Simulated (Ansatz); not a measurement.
# CsLi3Cl4 (Cmcm): the host for defect calculations, part 2 of 4

Before any defect goes in: CsLi3Cl4 (Cmcm) at rest, and how it screens a charge.

Ansatz 0.2.0; plane-wave PAW DFT, PBEsol; relaxation of the host's cell and atoms (the session's first sound run).

So far: The starting structure; Host cell relaxation. The relaxed cell has a, b, c = 4.436, 31.384, 5.158 Å (conventional setting).

### Step 3. Dielectric tensors of the host

The response to a uniform electric field gives the electronic dielectric tensor.

This step: plane-wave PAW DFPT, PBEsol; dielectric tensors, Born charges and zone-centre modes of the host (Ansatz 0.2.0).

Input file eps/input.yaml:

```yaml
crystal:
  lattice:
    - [2.2180868156, -15.6918360973, 0.0]
    - [2.2180868156, 15.6918360973, 0.0]
    - [0.0, 0.0, 5.1578144993]
  atoms:
    - { symbol: Cs, position: [0.6538340614, 0.3461659386, 0.75] }
    - { symbol: Cs, position: [0.3461659386, 0.6538340614, 0.25] }
    - { symbol: Li, position: [0.7736092177, 0.2263907823, 0.75] }
    - { symbol: Li, position: [0.073931379, 0.926068621, 0.25] }
    - { symbol: Li, position: [0.5335238939, 0.4664761061, 0.75] }
    - { symbol: Li, position: [0.2263907823, 0.7736092177, 0.25] }
    - { symbol: Li, position: [0.4664761061, 0.5335238939, 0.25] }
    - { symbol: Li, position: [0.926068621, 0.073931379, 0.75] }
    - { symbol: Cl, position: [0.848935241, 0.151064759, 0.75] }
    - { symbol: Cl, position: [0.758393232, 0.241606768, 0.25] }
    - { symbol: Cl, position: [0.5420522538, 0.4579477462, 0.25] }
    - { symbol: Cl, position: [0.4579477462, 0.5420522538, 0.75] }
    - { symbol: Cl, position: [0.0661618351, 0.9338381649, 0.75] }
    - { symbol: Cl, position: [0.151064759, 0.848935241, 0.25] }
    - { symbol: Cl, position: [0.241606768, 0.758393232, 0.75] }
    - { symbol: Cl, position: [0.9338381649, 0.0661618351, 0.25] }
basis:
  ecutwfc: 420
hamiltonian:
  xc: pbesol
kpoints:
  mp_grid: { grid: [6, 6, 5] }
scf:
  occupations: { method: fixed }
  max_iter: 100
phonons:
  method: dfpt
  dielectric: true
  rigid_motions: translations
```

On the command line:

```sh
$ ansatz run input.yaml --threads 4 --pin off --max-ram 7536MiB --backend cpu --events-out ev --progress --plain --runs-dir out
```

Numbers of over 12 decimals in the logs are rounded to 6 here.

The log of the run:

```text
[...]
Crystal: 16 atoms, lattice volume = 359.044 Å³
Basis set: ecut = 420 eV, 7055 PW (Γ), exchange–correlation on 216×216×72 points (8 copies of the dense FFT grid, shifted against one another)
Bands: 62, of which v1, the nominal top of the filled ones, is band 46 counted from 1 (45 counted from 0)
Symmetry: 8 space group operations
k-points: 92 of 180 (irreducible under 1 space group operation, time reversal used)
[...]
SCF iter   1: F=—  HF=-20905.843710 eV  |F-HF|=—  |Δ(HF+E_count)|=         —  Δρ=3.38e-3  dr2=5.79e-2  ethr=1.77e-3  ⟨swp⟩=5.6  Hψ=20369  notcnv=0  defer=1157
[...]
SCF iter   9: F=-20905.822763 eV  HF=-20905.822763 eV  |F-HF|=1.09e-11  |Δ(HF+E_count)|=  6.18e-11  Δρ=5.12e-8  dr2=1.57e-11  ethr=1.00e-12  ⟨swp⟩=22.0  Hψ=47757  notcnv=0
SCF 1 converged in 9 iterations: F = -20905.822763 eV  dr2 = 1.57e-11
[...]
NSCF: frozen V_eff on 6 k-points
DFPT response loops at Γ: preconditioner auto → Resta (q_TF=auto, 2.174 Å⁻¹)  ε∞=3.3 (no band partly filled); β = 1.00, the filter's whole step (`scf.mixing.beta` (0.50) is not read by the response loops at its default; [...]
the run's response loops start from zero, take more passes and end by a threshold: the memory limit or budget leaves too little room for the subspace of the ground state's own states beside the solves, or none could be made (phonons.method)
SCF converged after 9 iterations
Free energy (F): -20905.822763 eV
[...]
Internal energy: -20905.822763 eV  (E = F + TS)
E sigma→0 (E₀):  -20905.822763 eV
Fermi energy:    1.836372 eV
[...]
--- Band table (eV; the first three rows and the last of 92) ---
[...]
[... further k-points left out ...]
--- Phonons (Γ-DFPT): 24 representative perturbations + reference, on 92 of 180 k-points (Σ response iterations 167) ---
  k mesh reduced under 1 symmetry operation, with k and −k counted as one. Each operation leaves every solved perturbation unchanged. A smaller set is not considered because the run solves the response to a homogeneous field
  ASR residual: 6.854e-4 → 0.000e0 eV/Å²; symmetrization residual: 6.754e-6 eV/Å²
  ASR residual per site (eV/Å²): 2.49e-5 2.49e-5 3.09e-4 6.35e-4 6.85e-4 3.09e-4 6.85e-4 6.35e-4 2.28e-4 2.25e-4 2.41e-4 2.41e-4 2.53e-4 2.28e-4 2.25e-4 2.53e-4
  Γ frequencies (cm⁻¹): 0.00 0.00 0.00 26.03 32.99 43.19 43.25 45.78 48.04 61.00 67.66 68.87 79.81 94.89 98.09 108.75 109.10 110.04 114.58 120.97 122.19 123.42 132.08 136.71 137.00 140.98 142.56 150.78 155.53 160.31 160.59 165.37 173.86 179.43 180.49 183.22 [...]
  ε∞ (high-frequency dielectric tensor):
        2.806159     0.000000     0.000000
        0.000000     2.736693     0.000000
        0.000000     0.000000     2.870563
  ε⁰ (static dielectric tensor: ions relaxed, cell fixed):
        6.245914     0.000000    -0.000000
        0.000000     6.262161    -0.000000
       -0.000000    -0.000000    23.875949
  ε⁰ − ε∞ (ionic part):
        3.439755     0.000000    -0.000000
        0.000000     3.525468    -0.000000
       -0.000000    -0.000000    21.005386
  softest optical mode at Γ: 26.03 cm⁻¹; the repairs (sum rule, projections) moved no ω² at Γ by more than (6.29 cm⁻¹)²
  Born effective charges Z* (e; rows j = field, columns β = displacement):
    site 0:
         1.43747    0.00000    0.00000
         0.00000    1.22965    0.00000
         0.00000    0.00000    1.33672
    site 1:
         1.43747    0.00000    0.00000
         0.00000    1.22965    0.00000
         0.00000    0.00000    1.33672
    site 2:
         1.09800    0.00000    0.00000
         0.00000    1.02029    0.00000
         0.00000    0.00000    1.17435
    site 3:
         1.07871    0.00000    0.00000
         0.00000    1.03064    0.00000
         0.00000    0.00000    1.20151
    site 4:
         1.08579    0.00000    0.00000
         0.00000    1.06357    0.00000
         0.00000    0.00000    1.17940
    site 5:
         1.09800    0.00000    0.00000
         0.00000    1.02029    0.00000
         0.00000    0.00000    1.17435
    site 6:
         1.08579    0.00000    0.00000
         0.00000    1.06357    0.00000
         0.00000    0.00000    1.17940
    site 7:
         1.07871    0.00000    0.00000
         0.00000    1.03064    0.00000
         0.00000    0.00000    1.20151
    site 8:
        -1.04963    0.00000    0.00000
         0.00000   -1.29436    0.00000
         0.00000    0.00000   -1.20349
    site 9:
        -1.28883    0.00000    0.00000
         0.00000   -0.99992    0.00000
         0.00000    0.00000   -1.25131
    site 10:
        -1.06002    0.00000    0.00000
[...]
site 11:
[...]
site 12:
[...]
site 13:
[...]
site 14:
[...]
site 15:
[...]
Z* charge neutrality: 1.310e-4 e pre-enforcement
  k-mesh period / interband length: 25.8 Å / 1.22 Å = 21.18 at k = (0.0000, 0.0000, 0.0000), direct gap 5.364 eV — 14 or more, which is no proof of convergence
  optical modes at Γ without the LO–TO term, one row a degenerate level:
      ω (cm⁻¹)  modes    IR ((D/Å)²/amu)
[...]
optical modes at Γ + LO–TO along q̂ = [1.0000, 0.0000, 0.0000]:
      ω (cm⁻¹)  modes    IR ((D/Å)²/amu)
[...]
optical modes at Γ + LO–TO along q̂ = [0.0000, 1.0000, 0.0000]:
      ω (cm⁻¹)  modes    IR ((D/Å)²/amu)
[...]
optical modes at Γ + LO–TO along q̂ = [0.0000, 0.0000, 1.0000]:
      ω (cm⁻¹)  modes    IR ((D/Å)²/amu)
[...]
270.69      1             9.4219
        288.65      1            11.7765
        289.91      1             0.0000
        296.87      1            16.4198
        299.35      1            36.3335
        302.14      1             0.0000
        302.23      1             8.3755
        323.31      1             0.0000
        353.53      1             0.0000
        356.05      1             8.6972
        367.03      1             0.0000
        405.88      1             0.8175
```

Run time: 57 min. Hardware: 4 threads of AMD EPYC 9R14 (Zen 4), shared host; peak memory 7.4 GiB.

Electronic dielectric tensor:

```
2.81 0.00 0.00
0.00 2.74 0.00
0.00 0.00 2.87
```

Static dielectric tensor:

```
 6.25  0.00  0.00
 0.00  6.26  0.00
 0.00  0.00 23.88
```

The principal values of the electronic dielectric tensor are 2.74, 2.81 and 2.87. The principal values of the static dielectric tensor are 6.25, 6.26 and 23.88.

### Step 4. Primitive cell on a dense mesh

A dense mesh gives the host's converged energy, against which the supercell's sampling is tested.

This step: plane-wave PAW DFT, PBEsol; single point of the host's primitive cell on a dense mesh (Ansatz 0.2.0).

dense/input.yaml, as its differences from eps/input.yaml of step 3:

```diff
@@ -24,2 +24,3 @@
   ecutwfc: 420
+  xc_grid: 2
 hamiltonian:
@@ -27,9 +28,5 @@
 kpoints:
-  mp_grid: { grid: [6, 6, 5] }
+  mp_grid: { grid: [6, 6, 6] }
 scf:
-  occupations: { method: fixed }
-  max_iter: 100
-phonons:
-  method: dfpt
-  dielectric: true
-  rigid_motions: translations
+  occupations: { method: fermi_dirac, width: 0.01 }
+  max_iter: 80
```

The log of the run:

```text
[...]
Crystal: 16 atoms, lattice volume = 359.044 Å³
Basis set: ecut = 420 eV, 7055 PW (Γ), FFT grids on a1+a2, a2, a3, exchange–correlation on 60×216×72 points (8 copies of the dense FFT grid, shifted against one another)
Bands: 62, of which v1, the nominal top of the filled ones, is band 46 counted from 1 (45 counted from 0)
Symmetry: 8 space group operations
[...]
k-points: 52 of 216
[...]
SCF iter   1: F=—  HF=-20905.844652 eV  |F-HF|=—  |Δ(HF+E_count)|=         —  Δρ=3.35e-3  dr2=5.70e-2  ethr=1.77e-3  ⟨swp⟩=9.8  Hψ=16973  notcnv=0  defer=159
[...]
SCF iter   6: F=-20905.822765 eV  HF=-20905.822765 eV  |F-HF|=1.15e-7  |Δ(HF+E_count)|=   2.03e-6  Δρ=4.58e-6  dr2=8.95e-8  ethr=3.90e-10  ⟨swp⟩=3.0  Hψ=7325  notcnv=0
SCF 1 converged in 6 iterations: F = -20905.822765 eV  dr2 = 8.95e-8
[...]
SCF converged after 6 iterations
Free energy (F): -20905.822765 eV
[...]
Internal energy: -20905.822765 eV  (E = F + TS)
E sigma→0 (E₀):  -20905.822765 eV
Fermi energy:    4.522782 eV
[...]
```

Elapsed: 8.9 s, on 4 threads; peak memory 1.5 GiB.

### Step 5. Self-consistent run

This step: plane-wave PAW DFT, PBEsol; single point of the defect-free supercell, a test of its k-points (Ansatz 0.2.0).

System of this step: CsLi3Cl4 (Cmcm). The cell holds 64 atoms: 8 Cs, 24 Li and 32 Cl. Cell: a = 8.872 Å, b = 10.316 Å, c = 15.848 Å, α = 90.0°, β = 98.0°, γ = 90.0°.

Input file pristine.sampling/input.yaml:

```yaml
crystal:
  lattice:
    - [8.8723472625, 0.0, 0.0]
    - [0.0, 0.0, -10.3156289985]
    - [-2.2180868156, 15.6918360973, 0.0]
  atoms:
    - { symbol: Cs, position: [0.1730829693, 0.125, 0.6923318773] }
    - { symbol: Cs, position: [0.3269170307, 0.375, 0.3076681227] }
    - { symbol: Li, position: [0.1131953912, 0.125, 0.4527815647] }
    - { symbol: Li, position: [0.4630343105, 0.375, 0.852137242] }
    - { symbol: Li, position: [0.233238053, 0.125, 0.9329522122] }
    - { symbol: Li, position: [0.3868046088, 0.375, 0.5472184353] }
    - { symbol: Li, position: [0.266761947, 0.375, 0.0670477878] }
    - { symbol: Li, position: [0.0369656895, 0.125, 0.147862758] }
    - { symbol: Cl, position: [0.0755323795, 0.125, 0.302129518] }
    - { symbol: Cl, position: [0.120803384, 0.375, 0.483213536] }
    - { symbol: Cl, position: [0.2289738731, 0.375, 0.9158954924] }
    - { symbol: Cl, position: [0.2710261269, 0.125, 0.0841045076] }
    - { symbol: Cl, position: [0.4669190824, 0.125, 0.8676763298] }
    - { symbol: Cl, position: [0.4244676205, 0.375, 0.697870482] }
    - { symbol: Cl, position: [0.379196616, 0.125, 0.516786464] }
    - { symbol: Cl, position: [0.0330809176, 0.375, 0.1323236702] }
    - { symbol: Cs, position: [0.1730829693, 0.625, 0.6923318773] }
    - { symbol: Cs, position: [0.3269170307, 0.875, 0.3076681227] }
    - { symbol: Li, position: [0.1131953912, 0.625, 0.4527815647] }
    - { symbol: Li, position: [0.4630343105, 0.875, 0.852137242] }
    - { symbol: Li, position: [0.233238053, 0.625, 0.9329522122] }
    - { symbol: Li, position: [0.3868046088, 0.875, 0.5472184353] }
    - { symbol: Li, position: [0.266761947, 0.875, 0.0670477878] }
    - { symbol: Li, position: [0.0369656895, 0.625, 0.147862758] }
    - { symbol: Cl, position: [0.0755323795, 0.625, 0.302129518] }
    - { symbol: Cl, position: [0.120803384, 0.875, 0.483213536] }
    - { symbol: Cl, position: [0.2289738731, 0.875, 0.9158954924] }
    - { symbol: Cl, position: [0.2710261269, 0.625, 0.0841045076] }
    - { symbol: Cl, position: [0.4669190824, 0.625, 0.8676763298] }
    - { symbol: Cl, position: [0.4244676205, 0.875, 0.697870482] }
    - { symbol: Cl, position: [0.379196616, 0.625, 0.516786464] }
    - { symbol: Cl, position: [0.0330809176, 0.875, 0.1323236702] }
    - { symbol: Cs, position: [0.6730829693, 0.125, 0.6923318773] }
    - { symbol: Cs, position: [0.8269170307, 0.375, 0.3076681227] }
    - { symbol: Li, position: [0.6131953912, 0.125, 0.4527815647] }
    - { symbol: Li, position: [0.9630343105, 0.375, 0.852137242] }
    - { symbol: Li, position: [0.733238053, 0.125, 0.9329522122] }
    - { symbol: Li, position: [0.8868046088, 0.375, 0.5472184353] }
    - { symbol: Li, position: [0.766761947, 0.375, 0.0670477878] }
    - { symbol: Li, position: [0.5369656895, 0.125, 0.147862758] }
    - { symbol: Cl, position: [0.5755323795, 0.125, 0.302129518] }
    - { symbol: Cl, position: [0.620803384, 0.375, 0.483213536] }
    - { symbol: Cl, position: [0.7289738731, 0.375, 0.9158954924] }
    - { symbol: Cl, position: [0.7710261269, 0.125, 0.0841045076] }
    - { symbol: Cl, position: [0.9669190824, 0.125, 0.8676763298] }
    - { symbol: Cl, position: [0.9244676205, 0.375, 0.697870482] }
    - { symbol: Cl, position: [0.879196616, 0.125, 0.516786464] }
    - { symbol: Cl, position: [0.5330809176, 0.375, 0.1323236702] }
    - { symbol: Cs, position: [0.6730829693, 0.625, 0.6923318773] }
    - { symbol: Cs, position: [0.8269170307, 0.875, 0.3076681227] }
    - { symbol: Li, position: [0.6131953912, 0.625, 0.4527815647] }
    - { symbol: Li, position: [0.9630343105, 0.875, 0.852137242] }
    - { symbol: Li, position: [0.733238053, 0.625, 0.9329522122] }
    - { symbol: Li, position: [0.8868046088, 0.875, 0.5472184353] }
    - { symbol: Li, position: [0.766761947, 0.875, 0.0670477878] }
    - { symbol: Li, position: [0.5369656895, 0.625, 0.147862758] }
    - { symbol: Cl, position: [0.5755323795, 0.625, 0.302129518] }
    - { symbol: Cl, position: [0.620803384, 0.875, 0.483213536] }
    - { symbol: Cl, position: [0.7289738731, 0.875, 0.9158954924] }
    - { symbol: Cl, position: [0.7710261269, 0.625, 0.0841045076] }
    - { symbol: Cl, position: [0.9669190824, 0.625, 0.8676763298] }
    - { symbol: Cl, position: [0.9244676205, 0.875, 0.697870482] }
    - { symbol: Cl, position: [0.879196616, 0.625, 0.516786464] }
    - { symbol: Cl, position: [0.5330809176, 0.875, 0.1323236702] }
basis:
  ecutwfc: 420
  xc_grid: 2
hamiltonian:
  xc: pbesol
kpoints:
  mp_grid: { grid: [1, 1, 1], shift: [0.25, 0.25, 0.25] }
scf:
  occupations: { method: fermi_dirac, width: 0.01 }
  max_iter: 80
```

The log of the run:

```text
[...]
Crystal: 64 atoms, lattice volume = 1436.177 Å³
Basis set: ecut = 420 eV, 28109 PW (Γ), exchange–correlation on 120×144×216 points (8 copies of the dense FFT grid, shifted against one another)
Bands: 248, of which v1, the nominal top of the filled ones, is band 184 counted from 1 (183 counted from 0)
Symmetry: 8 space group operations
k-points: 1
[...]
SCF iter   1: F=—  HF=-83623.387694 eV  |F-HF|=—  |Δ(HF+E_count)|=         —  Δρ=3.39e-3  dr2=2.35e-1  ethr=1.77e-3  ⟨swp⟩=8.0  Hψ=1211  notcnv=0  defer=21
[...]
SCF iter   6: F=-83623.289775 eV  HF=-83623.289774 eV  |F-HF|=3.41e-7  |Δ(HF+E_count)|=   6.75e-6  Δρ=4.21e-6  dr2=3.56e-7  ethr=2.72e-10  ⟨swp⟩=3.0  Hψ=552  notcnv=0
SCF 1 converged in 6 iterations: F = -83623.289775 eV  dr2 = 3.56e-7
[...]
SCF converged after 6 iterations
Free energy (F): -83623.289775 eV
[...]
Internal energy: -83623.289775 eV  (E = F + TS)
E sigma→0 (E₀):  -83623.289775 eV
Fermi energy:    4.710893 eV
[...]
```

It took 3.7 s on 4 threads; peak memory 2.3 GiB.

Numbers from this step:

| Quantity | Value |
| --- | --- |
| energy over dense mesh | 2.01e-5 eV/atom |

(Continued in part 3 of 4.)

[Logs are printed without paths, hosts, clocks, repeated set-up lines and the standing remarks that a program may print on its own settings, such as how far it seeks lower states.]

[Hosts, paths, dates, database ids (printed as entryN), source tags and the programs' standing remarks are cut or masked in the printed files.]

[Runs of the host that timed out are not shown.]

[For some hosts the program warned that the k-mesh of the response run may be too coarse for force constants and the static dielectric constant; such warnings are not always shown.]
